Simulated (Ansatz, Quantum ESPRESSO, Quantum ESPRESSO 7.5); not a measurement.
## Ballistic transmission: Cu chain with one atom pushed 0.5 Å aside at constant bond length

Aim: the zero-bias transmission with pwcond for this junction: Cu chain with one atom pushed 0.5 Å aside at constant bond length.

Calculated with Quantum ESPRESSO 7.5; plane-wave DFT, PBE, GBRV ultrasoft pseudopotentials (cross-check by Ansatz 0.2.0 with PAW datasets).

**1. The structure**

The cell holds 11 atoms: 11 Cu. Its edges and angles: a = 7.500 Å, b = 7.500 Å, c = 25.190 Å, α = 90.0°, β = 90.0°, γ = 90.0°. Regions: left lead, 5 atoms (5 Cu); channel, 1 atom (1 Cu); right lead, 5 atoms (5 Cu). Vacuum lies along a and b. The structure is stacked along c, and the current runs across the ab planes.

**2. Self-consistent run**

One periodic cell holds a stretch of lead, the junction and more lead; the atoms stay as built.

File scf.in:

```
&control
  prefix = 'scf'
  outdir = './out'
  pseudo_dir = './pseudo'
  calculation = 'scf'
  tprnfor = .true.
/
&system
  ibrav = 0
  nat = 11
  ntyp = 1
  ecutwfc = 34
  ecutrho = 170
  occupations = 'smearing'
  smearing = 'mv'
  degauss = 0.01
/
&electrons
  conv_thr = 1e-07
  mixing_beta = 0.25
  electron_maxstep = 120
  mixing_mode = 'local-TF'
/
ATOMIC_SPECIES
  Cu  63.5460  cu_pbe_v1.2.uspp.F.UPF
CELL_PARAMETERS angstrom
  7.50000000000000 0.00000000000000 0.00000000000000
  0.00000000000000 7.50000000000000 0.00000000000000
  0.00000000000000 0.00000000000000 25.18998886412873
ATOMIC_POSITIONS crystal
  Cu  0.500000000000 0.500000000000 0.000000000000
  Cu  0.500000000000 0.500000000000 0.091306114203
  Cu  0.500000000000 0.500000000000 0.182612228406
  Cu  0.500000000000 0.500000000000 0.273918342609
  Cu  0.500000000000 0.500000000000 0.365224456812
  Cu  0.566666667000 0.500000000000 0.454346942899
  Cu  0.500000000000 0.500000000000 0.543469428985
  Cu  0.500000000000 0.500000000000 0.634775543188
  Cu  0.500000000000 0.500000000000 0.726081657391
  Cu  0.500000000000 0.500000000000 0.817387771594
  Cu  0.500000000000 0.500000000000 0.908693885797
K_POINTS automatic
  1 1 3 0 0 0
```

On the command line:

```
$ OMP_NUM_THREADS=1 mpirun -n 4 pw.x -nk 1 -in scf.in > scf.out
```

Log:

```text
Program PWSCF v.7.5 starts
[citation notice left out]

     Parallel version (MPI & OpenMP), running on       4 processor cores
     Number of MPI processes:                 4
     Threads/MPI process:                     1

     MPI processes distributed on     1 nodes
[...]
Current dimensions of program PWSCF are:
     Max number of different atomic species (ntypx) = 10
     Max number of k-points (npk) =  40000
     Max angular momentum in pseudopotentials (lmaxx) =  4
     Message from routine setup:
     using ibrav=0 with symmetry is DISCOURAGED, use correct ibrav instead

     R & G space division:  proc/nbgrp/npool/nimage =       4
     Subspace diagonalization in iterative solution of the eigenvalue problem:
     a serial algorithm will be used

     Parallelization info
     --------------------
     sticks:   dense  smooth     PW     G-vecs:    dense   smooth      PW
     Min         677     544    138                89509    64018    8178
     Max         678     545    139                89526    64029    8189
     Sum        2709    2177    553               358057   256089   32729

     Using Slab Decomposition

     bravais-lattice index     =            0
     lattice parameter (alat)  =      14.1729  a.u.
     unit-cell volume          =    9561.9640 (a.u.)^3
     number of atoms/cell      =           11
     number of atomic types    =            1
     number of electrons       =       209.00
     number of Kohn-Sham states=          126
     kinetic-energy cutoff     =      34.0000  Ry
     charge density cutoff     =     170.0000  Ry
     scf convergence threshold =      1.0E-07
     mixing beta               =       0.2500
     number of iterations used =            8  local-TF  mixing
     Exchange-correlation= SLA  PW   PBE  PBE
                           (   1   4   3   4   0   0   0)

     celldm(1)=  14.172946  celldm(2)=   0.000000  celldm(3)=   0.000000
     celldm(4)=   0.000000  celldm(5)=   0.000000  celldm(6)=   0.000000

     crystal axes: (cart. coord. in units of alat)
               a(1) = (   1.000000   0.000000   0.000000 )
               a(2) = (   0.000000   1.000000   0.000000 )
               a(3) = (   0.000000   0.000000   3.358665 )

     reciprocal axes: (cart. coord. in units 2 pi/alat)
               b(1) = (  1.000000  0.000000  0.000000 )
               b(2) = (  0.000000  1.000000  0.000000 )
               b(3) = (  0.000000  0.000000  0.297737 )

     PseudoPot. # 1 for Cu read from file:
     ./pseudo/cu_pbe_v1.2.uspp.F.UPF
     Pseudo is Ultrasoft + core correction, Zval = 19.0
     Generated by new atomic code, or converted to UPF format
     Using radial grid of  867 points,  6 beta functions with:
                l(1) =   0
                l(2) =   0
                l(3) =   1
                l(4) =   1
                l(5) =   2
                l(6) =   2
     Q(r) pseudized with  8 coefficients,  rinner =    1.150   1.150   1.150
                                                       1.150   1.150

     atomic species   valence    mass     pseudopotential
     Cu               19.00    63.54600     Cu( 1.00)

      2 Sym. Ops. (no inversion) found

   Cartesian axes

     site n.     atom                  positions (alat units)
         1        Cu     tau(   1) = (   0.5000000   0.5000000   0.0000000  )
         2        Cu     tau(   2) = (   0.5000000   0.5000000   0.3066667  )
         3        Cu     tau(   3) = (   0.5000000   0.5000000   0.6133333  )
         4        Cu     tau(   4) = (   0.5000000   0.5000000   0.9200000  )
         5        Cu     tau(   5) = (   0.5000000   0.5000000   1.2266667  )
         6        Cu     tau(   6) = (   0.5666667   0.5000000   1.5259993  )
         7        Cu     tau(   7) = (   0.5000000   0.5000000   1.8253318  )
         8        Cu     tau(   8) = (   0.5000000   0.5000000   2.1319985  )
         9        Cu     tau(   9) = (   0.5000000   0.5000000   2.4386652  )
        10        Cu     tau(  10) = (   0.5000000   0.5000000   2.7453318  )
        11        Cu     tau(  11) = (   0.5000000   0.5000000   3.0519985  )

     number of k points=     2  Marzari-Vanderbilt smearing, width (Ry)=  0.0100
                       cart. coord. in units 2pi/alat
        k(    1) = (   0.0000000   0.0000000   0.0000000), wk =   0.6666667
        k(    2) = (   0.0000000   0.0000000   0.0992458), wk =   1.3333333

     Dense  grid:   358057 G-vectors     FFT dimensions: (  60,  60, 200)

     Smooth grid:   256089 G-vectors     FFT dimensions: (  54,  54, 180)

     Estimated max dynamical RAM per process >     417.88 MB

     Estimated total dynamical RAM >       1.63 GB

     Initial potential from superposition of free atoms

     starting charge     198.0000, renormalised to     209.0000

     negative rho (up, down):  2.155E-02 0.000E+00
     Starting wfcs are  143 randomized atomic wfcs

     total cpu time spent up to now is        2.3 secs

     per-process dynamical memory:   109.9 Mb

     Self-consistent Calculation

     iteration #  1     ecut=    34.00 Ry     beta= 0.25
     Davidson diagonalization with overlap
     ethr =  1.00E-02,  avg # of iterations =  7.5

     negative rho (up, down):  4.810E-01 0.000E+00

     total cpu time spent up to now is       11.4 secs

     total energy              =   -4420.52582014 Ry
     estimated scf accuracy    <     220.17877475 Ry

     iteration #  2     ecut=    34.00 Ry     beta= 0.25
[...]
negative rho (up, down):  3.931E-01 0.000E+00

[...]
total energy              =   -4439.99448084 Ry
     estimated scf accuracy    <       0.46878391 Ry

     iteration #  3     ecut=    34.00 Ry     beta= 0.25
[...]
negative rho (up, down):  1.324E-01 0.000E+00

[...]
total energy              =   -4439.80060234 Ry
     estimated scf accuracy    <       0.43548476 Ry

     iteration #  4     ecut=    34.00 Ry     beta= 0.25
[...]
negative rho (up, down):  9.470E-02 0.000E+00

[...]
total energy              =   -4439.98025933 Ry
     estimated scf accuracy    <       0.85437676 Ry

     iteration #  5     ecut=    34.00 Ry     beta= 0.25
[...]
negative rho (up, down):  9.139E-02 0.000E+00

[...]
total energy              =   -4439.94878787 Ry
     estimated scf accuracy    <       0.89637126 Ry

     iteration #  6     ecut=    34.00 Ry     beta= 0.25
[...]
negative rho (up, down):  1.416E-04 0.000E+00

[...]
total energy              =   -4439.89184693 Ry
     estimated scf accuracy    <       0.00710011 Ry

     iteration # 12     ecut=    34.00 Ry     beta= 0.25
[...]
Minimization algorithm failed to find Fermi energy: reverting to bisection
     Possible cause: smearing is larger than the electronic band-gap.

     negative rho (up, down):  1.882E-07 0.000E+00

[...]
total energy              =   -4439.89153293 Ry
     estimated scf accuracy    <       0.00456037 Ry

     iteration # 13     ecut=    34.00 Ry     beta= 0.25
[...]
Minimization algorithm failed to find Fermi energy: reverting to bisection
     Possible cause: smearing is larger than the electronic band-gap.

[...]
total energy              =   -4439.89141072 Ry
     estimated scf accuracy    <       0.00161712 Ry

     iteration # 14     ecut=    34.00 Ry     beta= 0.25
[...]
total energy              =   -4439.89170274 Ry
     estimated scf accuracy    <       0.00148727 Ry

     iteration # 15     ecut=    34.00 Ry     beta= 0.25
[...]
negative rho (up, down):  4.682E-08 0.000E+00

[...]
total energy              =   -4439.89161828 Ry
     estimated scf accuracy    <       0.00062709 Ry

     iteration # 16     ecut=    34.00 Ry     beta= 0.25
[...]
Minimization algorithm failed to find Fermi energy: reverting to bisection
     Possible cause: smearing is larger than the electronic band-gap.

     negative rho (up, down):  3.359E-08 0.000E+00

[...]
total energy              =   -4439.89168390 Ry
     estimated scf accuracy    <       0.00002402 Ry

     iteration # 17     ecut=    34.00 Ry     beta= 0.25
[...]
negative rho (up, down):  7.884E-08 0.000E+00

[...]
total energy              =   -4439.89169428 Ry
     estimated scf accuracy    <       0.00001477 Ry

     iteration # 18     ecut=    34.00 Ry     beta= 0.25
[...]
negative rho (up, down):  3.404E-07 0.000E+00

[...]
total energy              =   -4439.89169675 Ry
     estimated scf accuracy    <       0.00000396 Ry

     iteration # 19     ecut=    34.00 Ry     beta= 0.25
[...]
Minimization algorithm failed to find Fermi energy: reverting to bisection
     Possible cause: smearing is larger than the electronic band-gap.

     negative rho (up, down):  2.299E-07 0.000E+00

[...]
total energy              =   -4439.89169688 Ry
     estimated scf accuracy    <       0.00000201 Ry

     iteration # 20     ecut=    34.00 Ry     beta= 0.25
[...]
negative rho (up, down):  3.806E-07 0.000E+00

[...]
total energy              =   -4439.89169718 Ry
     estimated scf accuracy    <       0.00000030 Ry

     iteration # 21     ecut=    34.00 Ry     beta= 0.25
[...]
negative rho (up, down):  6.736E-07 0.000E+00

[...]
total energy              =   -4439.89169700 Ry
     estimated scf accuracy    <       0.00000019 Ry

     iteration # 22     ecut=    34.00 Ry     beta= 0.25
[...]
negative rho (up, down):  4.539E-07 0.000E+00

[...]
End of self-consistent calculation

          k = 0.0000 0.0000 0.0000 ( 32017 PWs)   bands (ev):

  -113.9265-113.9082-113.9061-113.9054-113.8978-113.8829-113.8827-113.8803
  -113.8799-113.8615-113.8607 -71.5639 -71.5575 -71.5357 -71.5319 -71.4871
   -71.4767 -71.4403 -71.4198 -71.3908 -71.3885 -71.3721 -71.2902 -71.2563
   -71.2545 -71.2543 -71.2526 -71.2519 -71.2469 -71.2463 -71.2436 -71.2434
   -71.2306 -71.2304 -71.2289 -71.2286 -71.2262 -71.2259 -71.2223 -71.2222
   -71.2106 -71.2103 -71.2066 -71.2058  -6.5844  -6.3250  -6.2863  -5.5416
    -5.5210  -4.9790  -4.9772  -4.9579  -4.9220  -4.8031  -4.7843  -4.7773
    -4.7611  -4.5739  -4.5717  -4.4434  -4.4407  -4.3679  -4.3206  -4.3132
    -4.2482  -4.2334  -4.1678  -4.1664  -4.1385  -4.1366  -4.1313  -4.1299
    -4.0801  -4.0762  -4.0620  -4.0580  -4.0178  -4.0177  -4.0084  -4.0037
    -3.9453  -3.9407  -3.9325  -3.9282  -3.9150  -3.9103  -3.8568  -3.8542
    -3.8468  -3.8443  -3.8046  -3.8039  -3.8036  -3.8023  -3.7411  -3.7325
    -3.5596  -3.5577  -3.5411  -3.5387  -3.4392  -3.4377  -3.3892  -3.3632
    -3.2517  -3.2302  -1.7380  -1.6831  -0.2271  -0.2062   0.0627   0.0797
     0.1357   0.1361   0.3207   0.3608   0.9957   1.0355   1.0432   1.0557
     1.3888   1.6037   1.6244   2.2346   2.3033   2.3581

          k = 0.0000 0.0000 0.0992 ( 32036 PWs)   bands (ev):

  -113.9265-113.9082-113.9061-113.9054-113.8978-113.8829-113.8827-113.8803
  -113.8799-113.8615-113.8607 -71.5652 -71.5535 -71.5448 -71.5229 -71.4963
   -71.4654 -71.4491 -71.4127 -71.3993 -71.3828 -71.3728 -71.2902 -71.2563
   -71.2545 -71.2542 -71.2525 -71.2518 -71.2468 -71.2463 -71.2437 -71.2434
   -71.2305 -71.2304 -71.2289 -71.2287 -71.2262 -71.2260 -71.2223 -71.2222
   -71.2106 -71.2104 -71.2066 -71.2059  -6.5555  -6.4557  -6.0966  -5.8344
    -5.2097  -4.9931  -4.9862  -4.9284  -4.9258  -4.8913  -4.8612  -4.7734
    -4.6823  -4.6591  -4.5686  -4.5112  -4.3898  -4.3422  -4.3065  -4.3061
    -4.2122  -4.1750  -4.1699  -4.1654  -4.1626  -4.1464  -4.1389  -4.1174
    -4.1062  -4.0866  -4.0795  -4.0735  -4.0511  -4.0219  -4.0204  -3.9814
    -3.9798  -3.9367  -3.9351  -3.9014  -3.8845  -3.8829  -3.8621  -3.8567
    -3.8203  -3.8184  -3.8128  -3.8122  -3.7811  -3.7800  -3.7596  -3.6660
    -3.6589  -3.6095  -3.5478  -3.5038  -3.4632  -3.4495  -3.4192  -3.3851
    -3.3821  -2.8330  -2.3125  -1.0587  -0.4038  -0.1665  -0.1600  -0.0502
    -0.0305   0.3443   0.3839   0.6361   0.6867   0.8079   1.3732   1.4383
     1.4431   1.4998   1.7776   1.8646   1.8816   2.0213

     the Fermi energy is    -3.3140 ev

!    total energy              =   -4439.89169637 Ry
     estimated scf accuracy    <       0.00000007 Ry
     smearing contrib. (-TS)   =       0.00964331 Ry
     internal energy E=F+TS    =   -4439.90133968 Ry

     The total energy is F=E-TS. E is the sum of the following terms:
     one-electron contribution =   -7115.67327923 Ry
     hartree contribution      =    3549.93642412 Ry
     xc contribution           =    -425.90192383 Ry
     ewald contribution        =    -448.26256074 Ry

     convergence has been achieved in  22 iterations

     negative rho (up, down):  4.539E-07 0.000E+00

     Forces acting on atoms (cartesian axes, Ry/au):

     atom    1 type  1   force =    -0.00034082    0.00000000   -0.00036378
     atom    2 type  1   force =    -0.00004946    0.00000000    0.00040128
     atom    3 type  1   force =     0.00101996    0.00000000   -0.00016660
     atom    4 type  1   force =     0.00168558    0.00000000   -0.00003219
     atom    5 type  1   force =    -0.00827394    0.00000000    0.00276235
     atom    6 type  1   force =     0.01190460    0.00000000   -0.00014213
     atom    7 type  1   force =    -0.00826686    0.00000000   -0.00300274
     atom    8 type  1   force =     0.00169024    0.00000000   -0.00009676
     atom    9 type  1   force =     0.00102019    0.00000000    0.00017672
     atom   10 type  1   force =    -0.00004924    0.00000000   -0.00021047
     atom   11 type  1   force =    -0.00034025    0.00000000    0.00067432

     Total force =     0.017437     Total SCF correction =     0.001061

[...]
=------------------------------------------------------------------------------=
   JOB DONE.
=------------------------------------------------------------------------------=
```

Wall time 2.2 min (4 MPI ranks of Arm Neoverse V2, shared host); peak memory 1.7 GiB; 8.7 min of CPU time.

This step gave:

- free energy: -60407.8039 eV
- Fermi energy: -3.314 eV

The program's own clock; routines nest. Time by routine:

| routine | wall time (s) | calls |
| --- | --- | --- |
| PWSCF | 129.4 | 1 |
| electrons | 125.9 | 1 |
| c_bands | 92.44 | 22 |
| cegterg | 91.2 | 44 |
| h_psi | 51.42 | 200 |
| fftw | 42.7 | 31842 |
| vloc_psi | 37.48 | 200 |
| sum_band | 17.65 | 22 |
| calbec | 10.09 | 252 |
| mix_rho | 8.28 | 22 |
| h_psi:calbec | 6.76 | 200 |
| add_vuspsi | 6.68 | 200 |
| s_psi | 6.66 | 200 |
| newd | 6.49 | 23 |

The run needed 22 iterations to bring the estimated error under 1e-07 Ry; the largest force on any atom, held or free, is 0.31 eV/Å.

(Continued in part 2 of 4.)

[Logs are printed without paths, hosts, clocks, repeated set-up lines and the standing remarks that a program may print on its own settings, such as how far it seeks lower states.]

[Hosts, paths, dates, database ids (printed as entryN), source tags and the programs' standing remarks are cut or masked in the printed files.]

[Maps of the electrostatic potential energy from Ansatz leave out the sawtooth potential of an applied field or a dipole correction, so their vacuum need not be flat; planar profiles and work functions include it.]
